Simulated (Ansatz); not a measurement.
# NaInF3: complex band structure, part 2 of 2

A new crystal, NaInF3: structure, gap and complex bands. It is built by putting Na for Cs in the CsInF3 structure of space group Fm-3m, with the volume rescaled by atomic radii. The parent structure comes from the Materials Project.

Ansatz 0.2.0; r2SCAN DFT, plane waves, PAW files (the session's first sound run).

So far, gap on path (eV): step 3 (band edges, r2SCAN) 1.81; step 6 (LDA, cutoff 420 eV) 1.52.

The structure was built from a prototype and need not be the compound's stable phase.

## (7) Complex bands at another level, cutoff 420 eV

This step: LDA DFT, plane waves, PAW files; complex bands by layer matching along the plane's normal (Ansatz 0.2.0).

The complex bands at that level, over its own gap, at (0, 0) and (-0.5, -0.5).

File input.yaml:

```yaml
crystal:
  lattice:
    - [6.409398414, 0.0, 0.0]
    - [3.204699207, 5.550701849, 0.0]
    - [3.204699207, 1.85023395, 5.233251891]
  atoms:
    - { symbol: Na, position: [0.75, 0.75, 0.75] }
    - { symbol: Na, position: [0.25, 0.25, 0.25] }
    - { symbol: In, position: [0.5, 0.5, 0.5] }
    - { symbol: In, position: [0.0, 0.0, 0.0] }
    - { symbol: F, position: [0.7711712242, 0.2288287758, 0.2288287758] }
    - { symbol: F, position: [0.2288287758, 0.2288287758, 0.7711712242] }
    - { symbol: F, position: [0.2288287758, 0.7711712242, 0.7711712242] }
    - { symbol: F, position: [0.2288287758, 0.7711712242, 0.2288287758] }
    - { symbol: F, position: [0.7711712242, 0.2288287758, 0.7711712242] }
    - { symbol: F, position: [0.7711712242, 0.7711712242, 0.2288287758] }
kpoints:
  mp_grid: { grid: [6, 6, 6] }
scf:
  occupations: { method: fixed }
hamiltonian:
  xc: lda
output:
  eigenvalues: true
  transmission:
    leads: [[0, 0]]
    kpoints: [[0.0, 0.0], [-0.5, -0.5]]
    e_range: [-1.0, 2.52]
    de: 0.06
```

Started as:

```bash
> ansatz run input.yaml --threads 2 --pin off --max-ram 4096MiB --backend cpu --events-out ev --progress --plain --runs-dir out
```

Elapsed: 51 s, on 2 threads of Intel Xeon 6975P-C (Granite Rapids), shared host; peak memory 1.1 GiB.

This step gave:

```yaml
level_to_which_the_leads_are_filled: 0.7653 eV from the Fermi level
decay_constant_at_the_filling_level_zone_centre: 0.1815 Å⁻¹
decay_constant_at_the_filling_level_slowest_listed_point: 0.1815 Å⁻¹
```

K parallel (0, 0); values up to 1.5 1/Å, a degenerate pair printed once or twice; energies at which all values exceed this have no row. Table of Im kz of the slowest decaying states by energy, zero at the highest filled level on the SCF mesh:

```
energy (eV)  decay 1 (Å⁻¹)  decay 2 (Å⁻¹)  decay 3 (Å⁻¹)  decay 4 (Å⁻¹)
      -1.00          0.622          0.815          0.931           1.11
      -0.88          0.626          0.810          0.927           1.12
      -0.70          0.632          0.803          0.920           1.14
      -0.58          0.635          0.798          0.914           1.15
      -0.46          0.637          0.793          0.909           1.16
      -0.28          0.104          0.640          0.785          0.899
      -0.16          0.131          0.642          0.779          0.892
      -0.04          0.150          0.643          0.773          0.885
       0.02          0.157          0.643          0.770          0.882
       0.14          0.169          0.644          0.763          0.874
       0.26          0.177          0.644          0.756          0.865
       0.38          0.182          0.643          0.750          0.857
       0.56          0.185          0.642          0.739          0.843
       0.68          0.183          0.641          0.731          0.833
       0.80          0.179          0.639          0.724          0.822
       0.92          0.172          0.638          0.715          0.811
       1.10          0.154          0.634          0.703          0.793
       1.22          0.137          0.631          0.694          0.780
       1.34          0.112          0.628          0.685          0.766
       1.52         0.0274          0.622          0.672          0.743
       1.64          0.618          0.662          0.726           1.33
       1.76          0.613          0.653          0.708           1.32
       1.94          0.605          0.639          0.676           1.31
       2.06          0.599          0.633          0.648           1.29
       2.18          0.593          0.622           1.28           1.29
       2.36          0.582          0.590           1.26           1.28
       2.48          0.564          0.575           1.25           1.29
```

K parallel (-0.5, -0.5); values up to 1.5 1/Å, a degenerate pair printed once or twice; energies at which all values exceed this have no row. Im kz of the slowest decaying states against energy, zero at the highest filled level on the SCF mesh:

```
energy (eV)  decay 1 (Å⁻¹)  decay 2 (Å⁻¹)  decay 3 (Å⁻¹)  decay 4 (Å⁻¹)
    -1.0000          0.419          0.705           1.03           1.14
    -0.7600          0.321          0.432          0.713           1.02
    -0.5200          0.164          0.430          0.719           1.02
    -0.2200          0.417          0.722           1.02           1.11
     0.0200          0.122          0.400          0.722           1.01
     0.2600          0.265          0.377          0.719           1.02
     0.5000          0.327          0.349          0.713           1.03
     0.7400          0.314          0.361          0.705           1.01
     0.9800          0.269          0.380          0.694          0.994
     1.2200          0.207          0.386          0.681          0.975
     1.5200         0.0387          0.379          0.659          0.949
     1.7600          0.363          0.638          0.926           1.00
     2.0000          0.335          0.613          0.900          0.997
     2.2400          0.290          0.584          0.873          0.991
```

At the listed wavevectors the last open channel is at -0.04 eV and the next at +1.58 eV on the grid. At +0.74 eV, the grid energy nearest the filling level (the middle of the gap on the SCF mesh), the slowest state at the listed wavevectors decays with κ = 0.181 Å⁻¹, its amplitude falling by e over 5.5 Å; the first such run, plane (111), gave 0.200 Å⁻¹.

## (8) The same cell, other settings

This step: r2SCAN DFT, plane waves, PAW files; complex bands by layer matching along the plane's normal; changed: output.transmission.e_range = [-0.1, 0.1], output.transmission.de = 0.035 (Ansatz 0.2.0).

This run repeats an earlier one, its twin (the complex run, plane (111)), with two settings changed (output.transmission.e_range, output.transmission.de; files written aside). It is meant to test what the energy window and step decide. Where the input is shown as a difference, that is against the step before, not the twin.

input.yaml, as its differences from that of step 7:

```diff
@@ -21,3 +21,3 @@
 hamiltonian:
-  xc: lda
+  xc: r2scan
 output:
@@ -27,3 +27,3 @@
     kpoints: [[0.0, 0.0], [-0.5, -0.5]]
-    e_range: [-1.0, 2.52]
-    de: 0.06
+    e_range: [-0.1, 0.1]
+    de: 0.035
```

Run time: 16 s. Hardware: 2 threads; peak memory 1.5 GiB.

Numbers from this step:

* free energy: -19066.4141 eV
* Fermi energy: 4.143 eV
* gap on the k-mesh: 1.823 eV
* level to which the leads are filled: 0.9117 eV from the Fermi level

K parallel (0, 0); values up to 1.5 1/Å, a degenerate pair printed once or twice; energies at which all values exceed this have no row. Table of Im kz of the slowest decaying states by energy, zero at the highest filled level on the SCF mesh:

```
energy (eV)  decay 1 (Å⁻¹)  decay 2 (Å⁻¹)  decay 3 (Å⁻¹)  decay 4 (Å⁻¹)
    -0.1000          0.142          0.688          0.836          0.929
    -0.0650          0.148          0.688          0.835          0.927
    -0.0300          0.154          0.688          0.833          0.925
     0.0050          0.159          0.688          0.832          0.922
     0.0400          0.164          0.688          0.831          0.920
     0.0750          0.169          0.688          0.829          0.918
```

K parallel (-0.5, -0.5); values up to 1.5 1/Å, a degenerate pair printed once or twice; energies at which all values exceed this have no row. The Im kz of the slowest decaying states by energy, zero at the highest filled level on the SCF mesh:

```
energy (eV)  decay 1 (Å⁻¹)  decay 2 (Å⁻¹)  decay 3 (Å⁻¹)  decay 4 (Å⁻¹)
    -0.1000          0.443          0.763           1.08           1.12
    -0.0650          0.441          0.762           1.08           1.11
    -0.0300          0.439          0.762           1.08           1.11
     0.0050          0.107          0.436          0.761           1.08
     0.0400          0.149          0.434          0.761           1.08
     0.0750          0.180          0.431          0.760           1.09
```

K parallel (-0.5, -0.5). Re kz of states that move upwards, channel 1 against energy, zero at the highest filled level on the SCF mesh:

```
energy (eV)  Re kz of states that move upwards, channel 1 (Å⁻¹)
    -0.1000                                               0.236
    -0.0650                                               0.286
    -0.0300                                               0.382
     0.0050                                                   -
     0.0400                                                   -
     0.0750                                                   -
```

## (9) A check of the settings: accuracy = "high"

This step: r2SCAN DFT, plane waves, PAW files; complex bands by layer matching along the plane's normal; changed: accuracy = "high" (Ansatz 0.2.0).

This run repeats an earlier one, its twin (the complex run, plane (111)), with one setting changed (accuracy; files written aside). It is meant to test how the run responds. Where the input is shown as a difference, that is against the step before, not the twin.

input.yaml, as its differences from that of step 8:

```diff
@@ -27,3 +27,4 @@
     kpoints: [[0.0, 0.0], [-0.5, -0.5]]
-    e_range: [-0.1, 0.1]
-    de: 0.035
+    e_range: [-1.0, 2.81]
+    de: 0.06
+accuracy: high
```

It took 67 s on 2 threads; peak memory 2.1 GiB; 2.2 min of CPU time.

This step gave:

```
decay constant at the filling level, zone centre          : 0.2001 Å⁻¹
decay constant at the filling level, slowest listed point : 0.2001 Å⁻¹
```

K parallel (0, 0); values up to 1.5 1/Å, a degenerate pair printed once or twice; energies at which all values exceed this have no row. Im kz of the slowest decaying states against energy, zero at the highest filled level on the SCF mesh:

```
energy (eV)  decay 1 (Å⁻¹)  decay 2 (Å⁻¹)  decay 3 (Å⁻¹)  decay 4 (Å⁻¹)
    -1.0000          0.675          0.869          0.976           1.18
    -0.7600          0.680          0.861          0.966           1.20
    -0.5200          0.684          0.852          0.954           1.22
    -0.2200          0.114          0.687          0.841          0.937
     0.0200          0.161          0.688          0.831          0.921
     0.2600          0.187          0.688          0.822          0.904
     0.5000          0.200          0.686          0.812          0.884
     0.7400          0.204          0.684          0.804          0.861
     0.9800          0.198          0.680          0.799          0.831
     1.2200          0.182          0.674          0.797           1.36
     1.5200          0.142          0.666          0.771           1.36
     1.7600         0.0694          0.658          0.749           1.34
     2.0000          0.649          0.724           1.31           1.33
     2.2400          0.638          0.696           1.29           1.31
     2.4800          0.626          0.663           1.26           1.33
     2.7200          0.612          0.624           1.24           1.29
```

K parallel (-0.5, -0.5); values up to 1.5 1/Å, a degenerate pair printed once or twice; energies at which all values exceed this have no row. Im kz of the slowest decaying states against energy, zero at the highest filled level on the SCF mesh:

```
energy (eV)  decay 1 (Å⁻¹)  decay 2 (Å⁻¹)  decay 3 (Å⁻¹)  decay 4 (Å⁻¹)
      -1.00          0.453          0.756           1.08           1.19
      -0.82          0.400          0.447          0.759           1.08
      -0.64          0.303          0.460          0.762           1.08
      -0.46          0.156          0.458          0.763           1.08
      -0.22          0.449          0.763           1.08           1.13
      -0.04          0.439          0.762           1.08           1.11
       0.02          0.127          0.435          0.761           1.08
       0.14          0.223          0.426          0.759           1.09
       0.32          0.296          0.411          0.755           1.08
       0.50          0.340          0.393          0.750           1.06
       0.68          0.369          0.372          0.744           1.05
       0.92          0.338          0.392          0.733           1.03
       1.10          0.308          0.402          0.724           1.02
       1.28          0.271          0.405          0.712           1.01
       1.46          0.225          0.404          0.700          0.993
       1.64          0.163          0.398          0.686          0.978
       1.82         0.0200          0.388          0.670          0.962
       2.00          0.372          0.652          0.945           1.04
       2.24          0.342          0.626          0.920           1.04
       2.42          0.310          0.603          0.901           1.03
       2.60          0.264          0.579          0.881           1.03
       2.78          0.181          0.551          0.859           1.02
```

The energy agrees with the twin's within 2e-6 eV and the result to the printed digits, after as many cycles: the change makes no difference here.

## (10) Results

| Quantity | Value |
| --- | --- |
| band gap | 1.81 eV |
| least decay constant at mid-gap, normal to (111) | 0.200 Å⁻¹ |
| least decay constant on a mesh, normal to (111) | 0.201 Å⁻¹ |
| least decay constant, LDA | 0.181 Å⁻¹ |

**Reading.** With r2SCAN, the slowest decay at the wavevectors tried is κ = 0.200 Å⁻¹, normal to (111). Through such a film the transmission near mid-gap falls as exp(−2κd), a factor of ten every 5.8 Å. A free electron under a barrier of half the gap would need a mass of 0.17 mₑ to decay at this rate. With LDA the gap goes from 1.81 to 1.52 eV and the decay constant, over the first 2 listed wavevectors, from 0.200 to 0.181 Å⁻¹. The compound is made up by substitution; its stability against other phases and against distortions of the cell's symmetry was not tested. r2SCAN still narrows gaps, if less than LDA and GGA do, so real decay constants are likely larger.

[Logs are printed without paths, hosts, clocks, repeated set-up lines and the standing remarks that a program may print on its own settings, such as how far it seeks lower states.]

[Hosts, paths, dates, database ids (printed as entryN), source tags and the programs' standing remarks are cut or masked in the printed files.]
